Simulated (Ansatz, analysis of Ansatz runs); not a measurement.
**N3VH centre in diamond: local vibrational mode against experiment**

Aim: the local vibrational mode of the N3VH centre in diamond, to be set beside the measurement. Set-up: PBE, 64-site cell, PBE lattice, 420 eV, k: the single point 1/4 1/4 1/4. The model is a cell of 64 host atoms with 1 site emptied, N put on another atom's site, N put on another atom's site, N put on another atom's site and H put in between. The frequencies come from force constants among the defect atom and its neighbours, with the masses of the isotopes named. A local or semilocal functional is the cheapest first rung.

Measured beforehand: C-H stretch, 1H: 3107 cm⁻¹, by FTIR absorption (quoted in “Hydrogen-related defects in diamond: A comparison between observed and calculated FTIR spectra”, 2024, M.C. Day et al., quoting earlier work (2014)). C-H bend, 1H: 1405 cm⁻¹, by FTIR absorption (quoted in “Hydrogen-related defects in diamond: A comparison between observed and calculated FTIR spectra”, 2024, M.C. Day et al., quoting earlier work (1991)). The runs below try to reproduce this.

Program: Ansatz 0.2.0. Level of theory: plane-wave PAW DFT, PBE; relaxation of all atoms of a defect supercell. Results are calculated unless marked as measured.

## 1. The structure

The cell holds 64 atoms: 60 C, 3 N and 1 H. Cell: a = 7.143 Å, b = 7.143 Å, c = 7.143 Å, α = 90.0°, β = 90.0°, γ = 90.0°. It derives from C (space group Fd-3m). Nearest the centre at fractional (0.375, 0.375, 0.375): H64 at 0.45 Å, N4 at 1.55 Å, N41 at 1.55 Å, N26 at 1.55 Å, C48 at 1.55 Å, C14 at 2.53 Å, C13 at 2.53 Å, C5 at 2.53 Å.

The host's primitive cell comes from a first run (plane-wave PAW DFT, PBE; relaxation of the host's cell and atoms): vectors of 2.525, 2.525 and 2.525 Å. That is 5.69 Å³ an atom, 0.4 % over the diffraction cell's volume. The supercell is built on it.

## 2. Relaxation, charge 0

Every later number rests on the structure around the defect, so the atoms are relaxed at the host's lattice first.

relax/input.yaml reads:

```yaml
relax:
  f_tol: 0.01
  max_steps: 80
  random_displacement: { amplitude: 0.02, seed: 442 }
crystal:
  lattice:
    - [7.14316351, 0.0, 0.0]
    - [0.0, 7.14316351, 0.0]
    - [0.0, 0.0, 7.14316351]
  atoms:
    - { symbol: C, position: [0.0, 0.0, 0.25] }
    - { symbol: C, position: [0.0, 0.25, 0.0] }
    - { symbol: C, position: [0.25, 0.0, 0.0] }
    - { symbol: "N", position: [0.25, 0.25, 0.25] }
    - { symbol: C, position: [0.125, 0.125, 0.375] }
    - { symbol: C, position: [0.125, 0.375, 0.125] }
    - { symbol: C, position: [0.375, 0.125, 0.125] }
    - { symbol: C, position: [0.0, 0.0, 0.75] }
    - { symbol: C, position: [0.0, 0.25, 0.5] }
    - { symbol: C, position: [0.25, 0.0, 0.5] }
    - { symbol: C, position: [0.25, 0.25, 0.75] }
    - { symbol: C, position: [0.125, 0.125, 0.875] }
    - { symbol: C, position: [0.125, 0.375, 0.625] }
    - { symbol: C, position: [0.375, 0.125, 0.625] }
    - { symbol: C, position: [0.375, 0.375, 0.875] }
    - { symbol: C, position: [0.0, 0.5, 0.25] }
    - { symbol: C, position: [0.0, 0.75, 0.0] }
    - { symbol: C, position: [0.25, 0.5, 0.0] }
    - { symbol: C, position: [0.25, 0.75, 0.25] }
    - { symbol: C, position: [0.125, 0.625, 0.375] }
    - { symbol: C, position: [0.125, 0.875, 0.125] }
    - { symbol: C, position: [0.375, 0.625, 0.125] }
    - { symbol: C, position: [0.375, 0.875, 0.375] }
    - { symbol: C, position: [0.0, 0.5, 0.75] }
    - { symbol: C, position: [0.0, 0.75, 0.5] }
    - { symbol: "N", position: [0.25, 0.5, 0.5] }
    - { symbol: C, position: [0.25, 0.75, 0.75] }
    - { symbol: C, position: [0.125, 0.625, 0.875] }
    - { symbol: C, position: [0.125, 0.875, 0.625] }
    - { symbol: C, position: [0.375, 0.625, 0.625] }
    - { symbol: C, position: [0.375, 0.875, 0.875] }
    - { symbol: C, position: [0.5, 0.0, 0.25] }
    - { symbol: C, position: [0.5, 0.25, 0.0] }
    - { symbol: C, position: [0.75, 0.0, 0.0] }
    - { symbol: C, position: [0.75, 0.25, 0.25] }
    - { symbol: C, position: [0.625, 0.125, 0.375] }
    - { symbol: C, position: [0.625, 0.375, 0.125] }
    - { symbol: C, position: [0.875, 0.125, 0.125] }
    - { symbol: C, position: [0.875, 0.375, 0.375] }
    - { symbol: C, position: [0.5, 0.0, 0.75] }
    - { symbol: "N", position: [0.5, 0.25, 0.5] }
    - { symbol: C, position: [0.75, 0.0, 0.5] }
    - { symbol: C, position: [0.75, 0.25, 0.75] }
    - { symbol: C, position: [0.625, 0.125, 0.875] }
    - { symbol: C, position: [0.625, 0.375, 0.625] }
    - { symbol: C, position: [0.875, 0.125, 0.625] }
    - { symbol: C, position: [0.875, 0.375, 0.875] }
    - { symbol: C, position: [0.5, 0.5, 0.25] }
    - { symbol: C, position: [0.5, 0.75, 0.0] }
    - { symbol: C, position: [0.75, 0.5, 0.0] }
    - { symbol: C, position: [0.75, 0.75, 0.25] }
    - { symbol: C, position: [0.625, 0.625, 0.375] }
    - { symbol: C, position: [0.625, 0.875, 0.125] }
    - { symbol: C, position: [0.875, 0.625, 0.125] }
    - { symbol: C, position: [0.875, 0.875, 0.375] }
    - { symbol: C, position: [0.5, 0.5, 0.75] }
    - { symbol: C, position: [0.5, 0.75, 0.5] }
    - { symbol: C, position: [0.75, 0.5, 0.5] }
    - { symbol: C, position: [0.75, 0.75, 0.75] }
    - { symbol: C, position: [0.625, 0.625, 0.875] }
    - { symbol: C, position: [0.625, 0.875, 0.625] }
    - { symbol: C, position: [0.875, 0.625, 0.625] }
    - { symbol: C, position: [0.875, 0.875, 0.875] }
    - { symbol: H, position: [0.410971, 0.410971, 0.339029] }
basis:
  ecutwfc: 420
  xc_grid: 2
hamiltonian:
  xc: pbe
kpoints:
  mp_grid: { grid: [1, 1, 1], shift: [0.25, 0.25, 0.25] }
scf:
  occupations: { method: fermi_dirac, width: 0.01 }
  max_iter: 120
output:
  forces: true
checkpoint:
  write: "../relax.run"
  compress: false
  write_wavefunctions: true
  write_every: 100000
```

Command:

```bash
ansatz run input.yaml --threads 2 --pin off --max-ram 3768MiB --backend cpu --events-out ev --progress --plain --runs-dir out
```

Numbers of over 12 decimals in the logs are rounded to 6 here.

The program printed:

```text
[... repeated set-up lines and file paths are left out, and long positions are rounded to six places ...]
Engine: ansatz 0.2.0, x86_64-unknown-linux-gnu
Pseudopotentials: kind: paw
Pseudopotential: C, paw, valence charge 4, recommended cutoff 420 eV (normal), C.paw.azcp
Pseudopotential: N, paw, valence charge 5, recommended cutoff 420 eV (normal), N.paw.azcp
Pseudopotential: H, paw, valence charge 1, recommended cutoff 420 eV (normal), H.paw.azcp
Functional definition: PBE
  parameter kappa = 0.804
  parameter beta = 0.066725
  exchange = pbe_x(kappa = kappa, mu = beta*pi^2/3)
  correlation = pbe_c(beta = beta)
Crystal: 64 atoms, lattice volume = 364.478 Å³
Basis set: ecut = 420 eV, 7123 PW (Γ), exchange–correlation on 96×96×96 points (8 copies of the dense FFT grid, shifted against one another)
Bands: 192, of which v1, the nominal top of the filled ones, is band 128 counted from 1 (127 counted from 0)
Symmetry: 1 space group operations
k-points: 1
Non-local potential: C, projectors of the file, l = 0: 2, l = 1: 2, l = 2: 1
Non-local potential: N, projectors of the file, l = 0: 2, l = 1: 2, l = 2: 1
Non-local potential: H, projectors of the file, l = 0: 2, l = 1: 1
PAW form: soft (Blöchl's): semilocal exchange-correlation on the pseudo side does not see the compensation charge
PAW one-centre angular grid: C, 110 points (default); XC on 64 Gauss nodes
PAW one-centre angular grid: N, 110 points (default); XC on 64 Gauss nodes
PAW one-centre angular grid: H, 110 points (default); XC on 64 Gauss nodes
Initial density: superposition of atomic densities (neutral atoms: chi_scale 0, normalization atom), corrected by the library's trained network
Initial wavefunctions: pseudopotential atomic-orbital guess
Functional: x = pbe(κ = 0.804, μ = 0.219515), c = pbe(β = 0.066725)
SCF iter   1: F=—  HF=-16211.359398 eV  |F-HF|=—  |Δ(HF+E_count)|=         —  Δρ=7.98e-3  dr2=4.28e-1  ethr=1.77e-3  ⟨swp⟩=5.0  Hψ=775  notcnv=0  defer=50
preconditioner: auto → Resta (q_TF=auto, 2.572 Å⁻¹)  ε∞=4.4  [insulator: Δε(μ)=4.855 eV  Ē_g=16.851 eV  σ=0.010 eV  W_gap=1.00  n_scr=92 (ndim 8)  ℏωp=31.1 eV  f_vac=0.000  D(μ)=0.00/eV (n_scr^D=0)  ε∞_Penn≈4.4]
SCF iter   2: F=—  HF=-16211.271270 eV  |F-HF|=—  |Δ(HF+E_count)|=   8.81e-2  Δρ=4.15e-3  dr2=5.18e-2  ethr=1.67e-4  ⟨swp⟩=2.0  Hψ=232  notcnv=0  defer=58
SCF iter   3: F=—  HF=-16211.259961 eV  |F-HF|=—  |Δ(HF+E_count)|=   1.13e-2  Δρ=1.46e-3  dr2=5.53e-3  ethr=2.02e-5  ⟨swp⟩=2.0  Hψ=215  notcnv=0  defer=58
SCF iter   4: F=—  HF=-16211.259190 eV  |F-HF|=—  |Δ(HF+E_count)|=   7.71e-4  Δρ=3.88e-4  dr2=3.44e-4  ethr=2.16e-6  ⟨swp⟩=2.0  Hψ=237  notcnv=0  defer=58
SCF iter   5: F=—  HF=-16211.261390 eV  |F-HF|=—  |Δ(HF+E_count)|=   2.20e-3  Δρ=9.41e-5  dr2=2.01e-5  ethr=1.34e-7  ⟨swp⟩=2.0  Hψ=261  notcnv=0  defer=58
SCF iter   6: F=-16211.261398 eV  HF=-16211.261399 eV  |F-HF|=8.26e-7  |Δ(HF+E_count)|=   9.01e-6  Δρ=2.90e-5  dr2=2.47e-6  ethr=9.77e-10  ⟨swp⟩=4.0  Hψ=580  notcnv=0
SCF 1 converged in 6 iterations: F = -16211.261398 eV  dr2 = 2.47e-6
  greatest PAW one-centre occupation: 0.793 electrons in one spin orbital (limit 2), on the N atom at site 40 (counted from 0), in its partial waves of l = 0
relax step   1: F+E_penalty+E_count = -16211.26139801 eV  Δ(F+E_penalty+E_count) = +0.000e0 eV  max|allowed force component| = 2.606e0 eV/Å  Δτ_max = 0.0000 Å  (6 SCF iters, dr2 threshold 2.50e-6 eV, accepted)
[... the SCF cycles and remarks between the steps are left out from here to the last step ...]
relax step   2: F+E_penalty+E_count = -16212.50033606 eV  Δ(F+E_penalty+E_count) = -1.239e0 eV  max|allowed force component| = 1.056e0 eV/Å  Δτ_max = 0.1090 Å  (5 SCF iters, dr2 threshold 1.00e-4 eV, accepted)
relax step   3: F+E_penalty+E_count = -16212.77745379 eV  Δ(F+E_penalty+E_count) = -2.771e-1 eV  max|allowed force component| = 1.204e0 eV/Å  Δτ_max = 0.0559 Å  (5 SCF iters, dr2 threshold 6.97e-5 eV, accepted)
relax step   4: F+E_penalty+E_count = -16212.84403322 eV  Δ(F+E_penalty+E_count) = -6.658e-2 eV  max|allowed force component| = 1.388e-1 eV/Å  Δτ_max = 0.0321 Å  (4 SCF iters, dr2 threshold 1.00e-4 eV, accepted)
relax step   5: F+E_penalty+E_count = -16212.84522208 eV  Δ(F+E_penalty+E_count) = -1.189e-3 eV  max|allowed force component| = 2.178e-2 eV/Å  Δτ_max = 0.0063 Å  (4 SCF iters, dr2 threshold 1.20e-6 eV, accepted)
SCF iter   1: F=—  HF=-16212.842877 eV  |F-HF|=—  |Δ(HF+E_count)|=         —  Δρ=9.75e-5  dr2=1.73e-5  ethr=6.45e-8  ⟨swp⟩=4.0  Hψ=441  notcnv=0  defer=58
SCF iter   2: F=—  HF=-16212.845262 eV  |F-HF|=—  |Δ(HF+E_count)|=   2.38e-3  Δρ=4.82e-5  dr2=3.49e-6  ethr=6.76e-9  ⟨swp⟩=3.0  Hψ=313  notcnv=0  defer=58
SCF iter   3: F=—  HF=-16212.845261 eV  |F-HF|=—  |Δ(HF+E_count)|=   6.01e-7  Δρ=9.04e-6  dr2=1.64e-7  ethr=1.36e-9  ⟨swp⟩=2.0  Hψ=209  notcnv=0  defer=58
SCF iter   4: F=-16212.845261 eV  HF=-16212.845261 eV  |F-HF|=7.93e-10  |Δ(HF+E_count)|=   1.17e-8  Δρ=1.98e-6  dr2=8.69e-9  ethr=3.91e-11  ⟨swp⟩=4.0  Hψ=530  notcnv=0
SCF 6 converged in 4 iterations: F = -16212.845261 eV  dr2 = 8.69e-9
relax step   6: F+E_penalty+E_count = -16212.84526142 eV  Δ(F+E_penalty+E_count) = -3.935e-5 eV  max|allowed force component| = 6.618e-3 eV/Å  Δτ_max = 0.0010 Å  (4 SCF iters, accepted)
NSCF: frozen V_eff on 1 k-points
the band table was solved once a step of the walk had ended and its energy, with any forces and stress, was formed, with the checks that follow a solve (950 applications of the Hamiltonian). They found nothing against the state; [...]
SCF converged after 4 iterations
Free energy (F): -16212.845261 eV
Harris-Foulkes:  -16212.845261 eV  (|F-HF|=7.93e-10)
Internal energy: -16212.845261 eV  (E = F + TS)
E sigma→0 (E₀):  -16212.845261 eV
Fermi energy:    15.429435 eV
--- Per-component energies (eV) ---
  E_band       = 1020.076149
  E_kinetic    = 5935.994348
  E_local      = -4279.898824  (includes V_loc(G=0)·N_el)
  E_nonlocal   = 1735.347119
  E_hartree    = 974.748187
  E_xc         = -3107.775263
  E_vxc        = -3863.887220  (∫ρ·V_xc dr)
  E_paw        = -6335.140836  (= ΣΔE_a)
  E_vpaw       = -456.976008  (= ΣTr[D̂ρ^β])
  E_aug_tail   = -0.000515  (compensation charges beyond the density's cutoff)
  E_ewald      = -11136.119478
  E_smearing   = -0.000000  (= −TS)
  E_closure    = -0.000000  (closes the sum)
  Σ components = -16212.845261   (vs F -16212.845261, Δ=0.00e0)
--- Forces (eV/Å), atoms counted from 1 ---
  atom   1  C      0.00032701    -0.00019430    -0.00132213
  atom   2  C      0.00087233    -0.00122002     0.00043549
  [... 1 atom left out ...]
  atom   4  N      0.00203492     0.00159233     0.00163725
  atom   5  C      0.00072366    -0.00014894     0.00141784
  atom   6  C     -0.00084777     0.00144086    -0.00050668
  atom   7  C      0.00020943    -0.00126569    -0.00040294
  [... 5 atoms left out ...]
  atom  13  C     -0.00011112    -0.00029824     0.00020296
  atom  14  C     -0.00015151     0.00010647     0.00063083
  [... 11 atoms left out ...]
  atom  26  N      0.00070164     0.00016114    -0.00130510
  [... 14 atoms left out ...]
  atom  41  N     -0.00173897     0.00174849    -0.00117965
  [... 6 atoms left out ...]
  atom  48  C     -0.00306603     0.00140441     0.00661759
  [... 15 atoms left out ...]
  atom  64  H      0.00195605    -0.00137829    -0.00531298
  max |Σ_I F_I| component: 3.40e-5 eV/Å
--- Band table (eV) ---
  k-point 0: bands = ["-8.3277", "-7.4296", "-7.4111", "-6.9548", [... 184 left out ...] "22.8979", "22.9721", "23.2450", "23.5254"]
--- Relaxed structure (6 steps of the walk, 6 accepted, 0 SCFs on fresh bases) ---
  F+E_penalty+E_count = -16212.84526142 eV   max|allowed force component| = 6.618e-3 eV/Å
  atoms:
    - { symbol: C, position: [-0.001497, -0.001575, 0.250371] }
    - { symbol: C, position: [-0.001466, 0.249518, -0.000818] }
    [... 1 atom left out ...]
    - { symbol: N, position: [0.239593, 0.239515, 0.240396] }
    - { symbol: C, position: [0.125999, 0.125921, 0.369998] }
    - { symbol: C, position: [0.125468, 0.369524, 0.126070] }
    - { symbol: C, position: [0.369605, 0.125389, 0.126071] }
    [... 5 atoms left out ...]
    - { symbol: C, position: [0.125603, 0.379803, 0.624325] }
    - { symbol: C, position: [0.379886, 0.125522, 0.624324] }
    [... 11 atoms left out ...]
    - { symbol: N, position: [0.239194, 0.509912, 0.510383] }
    [... 14 atoms left out ...]
    - { symbol: N, position: [0.510002, 0.239110, 0.510385] }
    [... 6 atoms left out ...]
    - { symbol: C, position: [0.506647, 0.506563, 0.242831] }
    [... 15 atoms left out ...]
    - { symbol: H, position: [0.419161, 0.419160, 0.328868] }
```

Wall time 21 s (2 threads of Intel Xeon Platinum 8375C at 2.90GHz (Ice Lake), shared host); peak memory 0.75 GiB; 38 s of CPU time.

The steps of the relaxation:

| step | energy less that of the first step (eV) | largest force component (eV/Å) |
| --- | --- | --- |
| 1 | 0.0000 | 2.6060 |
| 2 | -1.2389 | 1.0557 |
| 3 | -1.5161 | 1.2045 |
| 4 | -1.5826 | 0.1388 |
| 5 | -1.5838 | 0.0218 |
| 6 | -1.5839 | 0.0066 |

The atoms that moved most (Å, from the sites as typed, ahead of the random displacement, the mean shift of all atoms taken out):

| atom | dx | dy | dz | length |
| --- | --- | --- | --- | --- |
| N41 | 0.073 | -0.075 | 0.073 | 0.128 |
| N26 | -0.075 | 0.073 | 0.073 | 0.128 |
| N4 | -0.072 | -0.072 | -0.070 | 0.124 |
| H64 | 0.061 | 0.061 | -0.074 | 0.113 |
| C48 | 0.050 | 0.049 | -0.053 | 0.088 |
| C5 | 0.009 | 0.009 | -0.037 | 0.039 |
| C14 | 0.037 | 0.006 | -0.006 | 0.038 |
| C13 | 0.006 | 0.037 | -0.006 | 0.038 |

The atoms nearest to the centre after the run:

| atom | distance (Å) |
| --- | --- |
| H64 | 0.555 |
| C48 | 1.631 |
| N4 | 1.672 |
| N26 | 1.675 |
| N41 | 1.676 |
| C5 | 2.516 |
| C6 | 2.518 |
| C7 | 2.518 |
| C13 | 2.519 |
| C14 | 2.520 |
| C30 | 2.521 |
| C45 | 2.521 |
| C20 | 2.521 |
| C36 | 2.522 |
| C52 | 2.529 |
| C22 | 2.532 |

Neighbours of the added atoms: H64: C48 1.08, N4 1.92, N26 1.94 Å.

Read from the output:

| Quantity | Value |
| --- | --- |
| free energy | -16212.8453 eV |

The relaxation ends 25 meV an atom lower than the displaced start, with a largest force component of 0.0066 eV/Å.

[end of part 1 of 2]

[Logs are printed without paths, hosts, clocks, repeated set-up lines and the standing remarks that a program may print on its own settings, such as how far it seeks lower states.]

[Hosts, paths, dates, database ids (printed as entryN), source tags and the programs' standing remarks are cut or masked in the printed files.]

[For some hosts the program warned that the k-mesh of the response run may be too coarse for force constants and the static dielectric constant; such warnings are not shown here.]
